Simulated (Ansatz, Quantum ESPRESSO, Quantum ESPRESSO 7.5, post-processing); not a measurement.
**honeycomb PAs, 1 layer in an electric field**

Aim: how honeycomb PAs, 1 layer screens a field along its normal, and what the field does to its bands.

Method: plane-wave DFT, RPBE, GBRV ultrasoft pseudopotentials made under PBE (geometry and cross-check by Ansatz 0.2.0 with PAW datasets; geometry under PBE), in Quantum ESPRESSO 7.5.

Most raw output is cut from this account.

### Step 1. Starting point

The cell holds 2 atoms: 1 As and 1 P. Its edges and angles: a = 3.440 Å, b = 3.440 Å, c = 18.320 Å, α = 90.0°, β = 90.0°, γ = 120.0°. It derives from PAs. Vacuum lies along c.

This sheet is a model structure: its symmetry is held, and its stability is not tested here.

### Step 2. Relaxation with Ansatz

A relaxation in Ansatz fixes the structure of this slab for the runs on it.

input.yaml reads:

```yaml
crystal:
  lattice:
    - [3.44, 0.0, 0.0]
    - [-1.72, 2.979127389, 0.0]
    - [0.0, 0.0, 18.32]
  atoms:
    - { symbol: As, position: [0.6666666667, 0.3333333333, 0.4639737991] }
    - { symbol: P, position: [0.3333333333, 0.6666666667, 0.5360262009] }
kpoints:
  mp_grid: { grid: [12, 12, 1] }
hamiltonian:
  xc: pbe
scf:
  occupations: { method: fermi_dirac, width: 0.05 }
  convergence: { dr2_threshold: 1.0e-08 }
efield:
  axis: 3
  dipole_correction: true
  ramp_position: 0.97
  ramp_width: 0.04
relax:
  f_tol: 0.01
  cell: { fix: [c, alpha, beta] }
output:
  write_potential: true
  write_density: true
  volumetric_format: npy
```

On the command line:

```bash
$ ansatz run input.yaml --threads 4 --pin off --max-ram 8192MiB --backend cpu --events-out ev --progress --plain --runs-dir out
```

The job ended after 5.1 s (4 threads of Intel Xeon Platinum 8375C at 2.90GHz (Ice Lake), shared host; peak memory 0.51 GiB).

The steps of the relaxation:

```csv
step,energy less that of the first step (eV),largest force component (eV/Å),pressure (GPa),volume (Å³)
1,0.0000,0.0304,0.13,187.75
2,-0.0006,0.0602,0.05,189.09
3,-0.0004,0.0998,-0.08,189.51
4,-0.0008,0.0003,0.00,189.27
5*,-0.0008,0.0003,0.00,189.27
```

Relaxation steps marked * repeat the geometry before them on a plane-wave basis chosen anew for their cell, so energy and pressure can jump there. Relaxation step 3 was tried and not accepted.

Forces are held to the 6 operations that the run works with; a distortion that breaks them can't arise in this run.

```csv
cell as run,before,after,change
a (Å),3.440,3.454,+0.4 %
b (Å),3.440,3.454,+0.4 %
```

The relaxed structure:

```cif
data_structure
_symmetry_space_group_name_H-M 'P 1'
_symmetry_Int_Tables_number 1
_cell_length_a 3.4540
_cell_length_b 3.4540
_cell_length_c 18.3200
_cell_angle_alpha 90.000
_cell_angle_beta 90.000
_cell_angle_gamma 120.000
_cell_volume 189.27
loop_
_atom_site_label
_atom_site_type_symbol
_atom_site_fract_x
_atom_site_fract_y
_atom_site_fract_z
_atom_site_occupancy
As1 As 0.66667 0.33333 0.46401 1
P2 P 0.33333 0.66667 0.53599 1
```

Read from the output:

* free energy: -5611.7117 eV
* Fermi energy: -1.919 eV
* gap by band count: 1.845 eV
* symmetry operations: 6
* dipole along the normal: -0.02885 e·Å
* vacuum level at the upper face over a Fermi level inside the gap: 5.151 eV
* vacuum level at the lower face over a Fermi level inside the gap: 4.646 eV

### Step 3. Self-consistent run: no field

The zero-field run is the reference. tefield and dipfield are on already, so that all runs share k-points and boundary.

Level of this step: plane-wave DFT, RPBE, GBRV ultrasoft pseudopotentials made under PBE (Quantum ESPRESSO 7.5). input_dft overrides the functional of the files.

f0.in reads:

```
&control
  prefix = 'f0'
  outdir = './out'
  pseudo_dir = './pseudo'
  calculation = 'scf'
  tprnfor = .true.
  tefield = .true.
  dipfield = .true.
/
&system
  ibrav = 0
  nat = 2
  ntyp = 2
  ecutwfc = 40
  ecutrho = 200
  input_dft = 'rpbe'
  occupations = 'smearing'
  smearing = 'fd'
  degauss = 0.004
  edir = 3
  emaxpos = 0.97
  eopreg = 0.04
  eamp = 0.0
/
&electrons
  conv_thr = 1e-09
  mixing_beta = 0.4
  electron_maxstep = 120
  mixing_mode = 'plain'
/
ATOMIC_SPECIES
  As  74.9216  as_pbe_v1.uspp.F.UPF
  P   30.9738  p_pbe_v1.5.uspp.F.UPF
CELL_PARAMETERS angstrom
  3.45395557101212 -0.00000000000000 0.00000000000000
  -1.72697778550606 2.99121326803928 0.00000000000000
  0.00000000000000 0.00000000000000 18.32000000000000
ATOMIC_POSITIONS crystal
  As  0.666666666667 0.333333333333 0.464008410766
  P   0.333333333333 0.666666666667 0.535991589234
K_POINTS automatic
  12 12 1 0 0 0
```

On the command line:

```bash
$ OMP_NUM_THREADS=1 mpirun -n 4 pw.x -nk 4 -in f0.in > f0.out
```

Run time: 23 s. Hardware: 4 MPI ranks; peak memory 0.38 GiB.

Read from the output:

```
free energy                          : -760.2461 eV
Fermi energy                         : -2.178 eV
dipole along the normal              : -0.02986 e·Å
valence top, on the run's zero       : -3.123 eV
conduction bottom, on the run's zero : -1.211 eV
gap by band count                    : 1.912 eV
```

The run needed 11 iterations to bring the estimated error under 1e-09 Ry; the largest force on any atom, held or free, is 0.13 eV/Å.

### Step 4. Potential by pp.x

The vacuum level is read from the electrostatic potential (plot_num = 11), averaged over planes.

f0.pot.in reads:

```
&inputpp
  prefix = 'f0'
  outdir = './out'
  filplot = 'f0.pot.dat'
  plot_num = 11
/
```

On the command line:

```bash
$ OMP_NUM_THREADS=1 mpirun -n 4 pp.x -in f0.pot.in > f0.pot.out
```

Wall time 1.4 s (4 MPI ranks); peak memory 0.09 GiB.

Numbers from this step:

| Property | Result |
| --- | --- |
| slope of the potential above | 9.72e-5 eV/Å |
| upper vacuum line continued to the top atoms, over the valence top | 6.000 eV |
| slope of the potential below | -7.49e-5 eV/Å |
| lower vacuum line continued to the bottom atoms, over the valence top | 5.477 eV |
| vacuum level at the upper face over the valence top of the mesh | 6.001 eV |
| vacuum level at the lower face over the valence top of the mesh | 5.478 eV |

The vacuum is flat to 0.1 meV/Å, so its level is well defined. Inside the slab the curve depends on the local part of the pseudopotentials; only the vacuum level has a meaning of its own.

### Step 5. Band structure: no field

The density is frozen and the levels are solved along a path.

f0.bands.in, as its differences from the input of step 3:

```diff
@@ -1,7 +1,6 @@
 &control
-  prefix = 'f0'
+  prefix = 'f0.bands'
   outdir = './out'
   pseudo_dir = './pseudo'
-  calculation = 'scf'
-  tprnfor = .true.
+  calculation = 'bands'
   tefield = .true.
@@ -23,8 +22,9 @@
   eamp = 0.0
+  nbnd = 11
 /
 &electrons
-  conv_thr = 1e-09
+  conv_thr = 1e-07
   mixing_beta = 0.4
   electron_maxstep = 120
-  mixing_mode = 'plain'
+  mixing_mode = 'local-TF'
 /
@@ -40,3 +40,7 @@
   P   0.333333333333 0.666666666667 0.535991589234
-K_POINTS automatic
-  12 12 1 0 0 0
+K_POINTS crystal_b
+4
+  0.0000000000 0.0000000000 0.0000000000 14
+  0.5000000000 0.0000000000 0.0000000000 14
+  0.3333333333 0.3333333333 0.0000000000 14
+  0.0000000000 0.0000000000 0.0000000000 1
```

On the command line:

```bash
$ cp -r out/f0.save out/f0.bands.save
$ cp out/f0.xml out/f0.bands.xml
$ OMP_NUM_THREADS=1 mpirun -n 4 pw.x -nk 4 -in f0.bands.in > f0.bands.out
```

Elapsed: 17 s, on 4 MPI ranks; peak memory 0.3 GiB; 67 s of CPU time.

Numbers from this step:

* conduction bottom, on the run's zero: -1.212 eV
* gap by band count: 1.911 eV

Band numbers count within the set of bands kept for display. The electronic bands at the labelled points (eV, zero at the highest filled level of the SCF mesh; v1 is the highest filled band, c1 the lowest empty one):

```csv
point,v4,v3,v2,v1,c1,c2,c3,c4
Γ,-6.59,-0.36,0.00,0.00,2.81,3.79,3.79,4.93
halfway,-6.64,-3.40,-1.22,-0.16,2.10,4.82,4.89,5.90
M,-8.82,-3.22,-1.98,-1.37,2.15,3.48,4.97,6.53
halfway,-8.90,-3.86,-2.42,-1.36,2.95,4.08,4.67,7.01
K,-9.38,-4.68,-1.82,-1.77,2.25,5.08,5.19,8.44
halfway,-6.81,-3.39,-2.37,-0.14,3.20,3.96,5.35,6.24
Γ,-6.59,-0.36,0.00,0.00,2.81,3.79,3.79,4.93
```

Along this path the valence top lies at Γ and the conduction bottom between Γ and M.

### Step 6. SCF with pw.x: field 0.1 V/Å

eamp is the field in Hartree atomic units (1 a.u. = 51.42 V/Å). With dipfield on, it is the field in the vacuum beside an isolated sheet. The run starts from the density of the one before.

f1.in, as its differences from the input of step 3:

```diff
@@ -1,3 +1,3 @@
 &control
-  prefix = 'f0'
+  prefix = 'f1'
   outdir = './out'
@@ -22,3 +22,3 @@
   eopreg = 0.04
-  eamp = 0.0
+  eamp = 0.00194469
 /
@@ -29,2 +29,3 @@
   mixing_mode = 'plain'
+  startingpot = 'file'
 /
```

On the command line:

```bash
$ cp -r out/f0.save out/f1.save
$ OMP_NUM_THREADS=1 mpirun -n 4 pw.x -nk 4 -in f1.in > f1.out
```

Wall time 20 s (4 MPI ranks); peak memory 0.53 GiB; 77 s of CPU time.

Numbers from this step:

```
free energy                          : -760.2442 eV
Fermi energy                         : -2.170 eV
dipole along the normal              : -0.007786 e·Å
valence top, on the run's zero       : -3.114 eV
conduction bottom, on the run's zero : -1.203 eV
```

The dipole goes from -0.0299 to -0.0078 e Å, 0.2207 e Å per V/Å.

### Step 7. Potential by pp.x

f1.pot.in reads:

```
&inputpp
  prefix = 'f1'
  outdir = './out'
  filplot = 'f1.pot.dat'
  plot_num = 11
/
```

On the command line:

```bash
$ OMP_NUM_THREADS=1 mpirun -n 4 pp.x -in f1.pot.in > f1.pot.out
```

Wall time 1.4 s (4 MPI ranks); peak memory 0.1 GiB; 4.8 s of CPU time.

Read from the output:

* slope of the potential above: 0.1001 eV/Å
* upper vacuum line continued to the top atoms, over the valence top: 5.879 eV
* slope of the potential below: 0.09991 eV/Å
* lower vacuum line continued to the bottom atoms, over the valence top: 5.611 eV

The slope in the vacuum is 0.100 eV/Å for an applied 0.10 V/Å, as it should be.

### Step 8. Ground state: field 0.2 V/Å

f2.in, as its differences from the input of step 6:

```diff
@@ -1,3 +1,3 @@
 &control
-  prefix = 'f1'
+  prefix = 'f2'
   outdir = './out'
@@ -22,3 +22,3 @@
   eopreg = 0.04
-  eamp = 0.00194469
+  eamp = 0.00388938
 /
```

On the command line:

```bash
$ cp -r out/f0.save out/f2.save
$ OMP_NUM_THREADS=1 mpirun -n 4 pw.x -nk 4 -in f2.in > f2.out
```

The job ended after 21 s (4 MPI ranks; peak memory 0.43 GiB).

This step gave:

* free energy: -760.2445 eV
* Fermi energy: -2.162 eV
* dipole along the normal: 0.01432 e·Å
* valence top, on the run's zero: -3.106 eV
* conduction bottom, on the run's zero: -1.196 eV
* gap by band count: 1.910 eV

The dipole goes from -0.0299 to 0.0143 e Å, 0.2209 e Å per V/Å.

### Step 9. Electrostatic potential

f2.pot.in reads:

```
&inputpp
  prefix = 'f2'
  outdir = './out'
  filplot = 'f2.pot.dat'
  plot_num = 11
/
```

On the command line:

```bash
$ OMP_NUM_THREADS=1 mpirun -n 4 pp.x -in f2.pot.in > f2.pot.out
```

The job ended after 1.4 s (4 MPI ranks; peak memory 0.1 GiB; 4.6 s of CPU time).

This step gave:

| Property | Result |
| --- | --- |
| slope of the potential above | 0.2001 eV/Å |
| upper vacuum line continued to the top atoms, over the valence top | 5.760 eV |
| slope of the potential below | 0.1999 eV/Å |
| lower vacuum line continued to the bottom atoms, over the valence top | 5.747 eV |

The slope in the vacuum is 0.200 eV/Å for an applied 0.20 V/Å, as it should be.

### Step 10. Bands along a path: field 0.2 V/Å

f2.bands.in, as its differences from the input of step 5:

```diff
@@ -1,3 +1,3 @@
 &control
-  prefix = 'f0.bands'
+  prefix = 'f2.bands'
   outdir = './out'
@@ -21,3 +21,3 @@
   eopreg = 0.04
-  eamp = 0.0
+  eamp = 0.00388938
   nbnd = 11
```

On the command line:

```bash
$ cp -r out/f2.save out/f2.bands.save
$ cp out/f2.xml out/f2.bands.xml
$ OMP_NUM_THREADS=1 mpirun -n 4 pw.x -nk 4 -in f2.bands.in > f2.bands.out
```

Elapsed: 17 s, on 4 MPI ranks; peak memory 0.3 GiB; 66 s of CPU time.

Read from the output:

* conduction bottom, on the run's zero: -1.197 eV
* gap by band count: 1.909 eV

Band numbers count within the set of bands kept for display. The electronic bands at the labelled points (eV, zero at the highest filled level of the SCF mesh; v1 is the highest filled band, c1 the lowest empty one):

```csv
point,v4,v3,v2,v1,c1,c2,c3,c4
Γ,-6.59,-0.36,0.00,0.00,2.80,3.79,3.79,4.41
halfway,-6.64,-3.40,-1.22,-0.16,2.10,4.78,4.89,5.47
M,-8.82,-3.22,-1.98,-1.37,2.15,3.48,4.97,6.51
halfway,-8.90,-3.86,-2.42,-1.36,2.95,4.08,4.67,7.00
K,-9.38,-4.68,-1.83,-1.76,2.25,5.07,5.19,8.41
halfway,-6.81,-3.39,-2.37,-0.14,3.19,3.96,5.32,5.79
Γ,-6.59,-0.36,0.00,0.00,2.80,3.79,3.79,4.41
```

Upper empty bands that drop with the field can be states of the vacuum, held by the sawtooth; they depend on the cell's width.

Along this path the valence top lies at Γ and the conduction bottom between Γ and M.

### Step 11. Ground state: field -0.2 V/Å

f3.in, as its differences from the input of step 8:

```diff
@@ -1,3 +1,3 @@
 &control
-  prefix = 'f2'
+  prefix = 'f3'
   outdir = './out'
@@ -22,3 +22,3 @@
   eopreg = 0.04
-  eamp = 0.00388938
+  eamp = -0.00388938
 /
```

On the command line:

```bash
$ cp -r out/f0.save out/f3.save
$ OMP_NUM_THREADS=1 mpirun -n 4 pw.x -nk 4 -in f3.in > f3.out
```

The job ended after 21 s (4 MPI ranks; peak memory 0.43 GiB).

Read from the output:

| Quantity | Value |
| --- | --- |
| free energy | -760.2564 eV |
| Fermi energy | -2.199 eV |
| dipole along the normal | -0.07387 e·Å |
| valence top, on the run's zero | -3.146 eV |
| conduction bottom, on the run's zero | -1.232 eV |
| gap by band count | 1.914 eV |

The dipole goes from -0.0299 to -0.0739 e Å, 0.2201 e Å per V/Å.

### Step 12. Electrostatic potential

f3.pot.in reads:

```
&inputpp
  prefix = 'f3'
  outdir = './out'
  filplot = 'f3.pot.dat'
  plot_num = 11
/
```

On the command line:

```bash
$ OMP_NUM_THREADS=1 mpirun -n 4 pp.x -in f3.pot.in > f3.pot.out
```

Elapsed: 1.3 s, on 4 MPI ranks; peak memory 0.1 GiB.

This step gave:

| Property | Result |
| --- | --- |
| slope of the potential above | -0.1999 eV/Å |
| upper vacuum line continued to the top atoms, over the valence top | 6.246 eV |
| slope of the potential below | -0.2001 eV/Å |
| lower vacuum line continued to the bottom atoms, over the valence top | 5.216 eV |

The slope in the vacuum is -0.200 eV/Å for an applied -0.20 V/Å, as it should be.

Each curve counts from the valence top of its own run.

The runs together. Table of potential energy by z:

```csv
z (Å),potential at 0 V/Å (eV),potential at 0.1 V/Å (eV),potential at 0.2 V/Å (eV),potential at -0.2 V/Å (eV)
0,5.61,5.25,4.90,6.32
1,5.48,4.86,4.25,6.72
2,5.48,4.96,4.45,6.52
3,5.48,5.06,4.65,6.32
4,5.48,5.16,4.85,6.12
5,5.47,5.26,5.04,5.91
6,5.42,5.30,5.19,5.67
7,4.73,4.69,4.65,4.81
8,4.43,4.43,4.42,4.44
9,1.37,1.37,1.38,1.37
10,-9.54,-9.54,-9.54,-9.55
11,4.52,4.54,4.57,4.47
12,5.91,6.01,6.12,5.71
13,5.99,6.19,6.39,5.60
14,6.00,6.30,6.60,5.41
15,6.00,6.40,6.80,5.21
16,6.00,6.50,7.00,5.01
17,6.00,6.60,7.20,4.81
18,5.84,6.08,6.33,5.35
```

### Step 13. Band structure: field -0.2 V/Å

f3.bands.in, as its differences from the input of step 10:

```diff
@@ -1,3 +1,3 @@
 &control
-  prefix = 'f2.bands'
+  prefix = 'f3.bands'
   outdir = './out'
@@ -21,3 +21,3 @@
   eopreg = 0.04
-  eamp = 0.00388938
+  eamp = -0.00388938
   nbnd = 11
```

On the command line:

```bash
$ cp -r out/f3.save out/f3.bands.save
$ cp out/f3.xml out/f3.bands.xml
$ OMP_NUM_THREADS=1 mpirun -n 4 pw.x -nk 4 -in f3.bands.in > f3.bands.out
```

The job ended after 17 s (4 MPI ranks; peak memory 0.3 GiB; 69 s of CPU time).

Band numbers count within the set of bands kept for display. Electronic bands along the path, in eV, zero at the highest filled level of the SCF mesh; v1 is the highest filled band, c1 the lowest empty one:

```csv
point,v4,v3,v2,v1,c1,c2,c3,c4
Γ,-6.59,-0.36,0.00,0.00,2.82,3.79,3.79,4.88
halfway,-6.64,-3.39,-1.22,-0.16,2.10,4.82,4.89,5.87
M,-8.82,-3.22,-1.98,-1.37,2.15,3.48,4.97,6.54
halfway,-8.90,-3.86,-2.42,-1.36,2.95,4.08,4.67,7.01
K,-9.39,-4.68,-1.81,-1.78,2.26,5.09,5.19,8.45
halfway,-6.81,-3.39,-2.37,-0.15,3.20,3.95,5.35,6.23
Γ,-6.59,-0.36,0.00,0.00,2.82,3.79,3.79,4.88
```

Upper empty bands that drop with the field can be states of the vacuum, held by the sawtooth; they depend on the cell's width.

Along this path the valence top lies at Γ and the conduction bottom between Γ and M.

### Step 14. Density by pp.x

plot_num = 0 writes the valence density.

f0.rho.in reads:

```
&inputpp
  prefix = 'f0'
  outdir = './out'
  filplot = 'f0.rho.dat'
  plot_num = 0
/
```

On the command line:

```bash
$ OMP_NUM_THREADS=1 mpirun -n 4 pp.x -in f0.rho.in > f0.rho.out
```

It took 1.5 s on 4 MPI ranks; peak memory 0.1 GiB; 5.2 s of CPU time.

Read from the output:

```
electrons by integration : 10.00 e
```

Mean over planes. Table of valence density, planar mean by z:

z (Å), valence density, planar mean (e/Å³) and a bar:
```
      4.0      0.000 
      4.5      0.000 
      5.0      0.000 
      5.5      0.001 
      6.0      0.002 
      6.5      0.008 #
      7.0      0.031 ###
      7.5      0.110 #########
      8.0      0.223 ##################
      8.5      0.295 ########################
      9.0      0.366 ##############################
      9.5      0.352 #############################
     10.0      0.275 #######################
     10.5      0.195 ################
     11.0      0.065 #####
     11.5      0.016 #
     12.0      0.004 
     12.5      0.001 
     13.0      0.000 
     13.5      0.000 
     14.0      0.000
```

Valence density in the ca plane at fractional y = 0.333, with atoms of As within 0.2 Å of it. It is the smooth field of the valence electrons, not physical close to the nuclei.

Values in units of 1e-1 e/Å³, 5 rows by 16 columns, each cell a mean:
```
0.0 0.0 0.0 0.0 0.0 0.1 1.9 4.5 3.1 0.5 0.0 0.0 0.0 0.0 0.0 0.0
0.0 0.0 0.0 0.0 0.0 0.1 3.2 6.0 2.9 0.3 0.0 0.0 0.0 0.0 0.0 0.0
0.0 0.0 0.0 0.0 0.0 0.1 2.0 4.4 3.1 0.6 0.0 0.0 0.0 0.0 0.0 0.0
0.0 0.0 0.0 0.0 0.0 0.0 0.5 2.1 3.3 1.2 0.1 0.0 0.0 0.0 0.0 0.0
0.0 0.0 0.0 0.0 0.0 0.0 0.5 2.0 3.3 1.2 0.1 0.0 0.0 0.0 0.0 0.0
```
Columns run along c (18.3 Å), rows up along a (3.5 Å). Atoms in or near the plane, at fractional coordinates: As at (0.46, 0.67).

The density integrates to 10.000 electrons, as the 10 of the input ask.

### Step 15. Density by pp.x

f2.rho.in reads:

```
&inputpp
  prefix = 'f2'
  outdir = './out'
  filplot = 'f2.rho.dat'
  plot_num = 0
/
```

On the command line:

```bash
$ OMP_NUM_THREADS=1 mpirun -n 4 pp.x -in f2.rho.in > f2.rho.out
```

Elapsed: 1.4 s, on 4 MPI ranks; peak memory 0.1 GiB; 4.7 s of CPU time.

This step gave:

| Item | Value |
| --- | --- |
| electrons by integration | 10.000 e |

### Step 16. Charge moved by a field of 0.2 V/Å

Read from the output:

```
largest charge moved across a plane : 0.001142 e/Å²
dipole step                         : -0.7737 eV
```

The planar mean by z:

```csv
z (Å),planar mean (e/Å³)
1.5,2.6e-8
2.0,7.3e-8
2.5,2.0e-7
3.0,5.6e-7
3.5,1.6e-6
4.0,4.3e-6
4.5,1.1e-5
5.0,2.9e-5
5.5,6.6e-5
6.0,1.4e-4
6.5,3.1e-4
7.0,5.8e-4
7.5,6.5e-4
8.0,2.3e-4
8.5,1.8e-4
9.0,9.7e-5
9.5,-1.8e-4
10.0,-1.8e-4
10.5,-5.2e-4
11.0,-6.9e-4
11.5,-4.1e-4
12.0,-1.8e-4
12.5,-7.7e-5
13.0,-3.1e-5
13.5,-1.1e-5
14.0,-3.6e-6
14.5,-1.2e-6
15.0,-3.6e-7
15.5,-1.1e-7
16.0,-3.4e-8
```

Table of running integral, electrons below z by z:

z (Å), running integral, electrons below z (e/Å²) and a bar:
```
      2.5    0.00000 
      3.0    0.00000 
      3.5    0.00000 
      4.0    0.00000 
      4.5    0.00001 
      5.0    0.00002 
      5.5    0.00004 #
      6.0    0.00010 ###
      6.5    0.00021 ######
      7.0    0.00045 ############
      7.5    0.00078 ####################
      8.0    0.00098 ##########################
      8.5    0.00106 ############################
      9.0    0.00114 ##############################
      9.5    0.00110 #############################
     10.0    0.00100 ##########################
     10.5    0.00082 ######################
     11.0    0.00048 #############
     11.5    0.00022 ######
     12.0    0.00009 ##
     12.5    0.00004 #
     13.0    0.00001 
     13.5    0.00000 
     14.0    0.00000 
     14.5    0.00000 
     15.0    0.00000 
     15.5    0.00000
```

(Continued in part 2 of 2.)

[Logs are printed without paths, hosts, clocks, repeated set-up lines and the standing remarks that a program may print on its own settings, such as how far it seeks lower states.]

[Hosts, paths, dates, database ids (printed as entryN), source tags and the programs' standing remarks are cut or masked in the printed files.]

[Maps of the electrostatic potential energy from Ansatz leave out the sawtooth potential of an applied field or a dipole correction, so their vacuum need not be flat; planar profiles and work functions include it.]
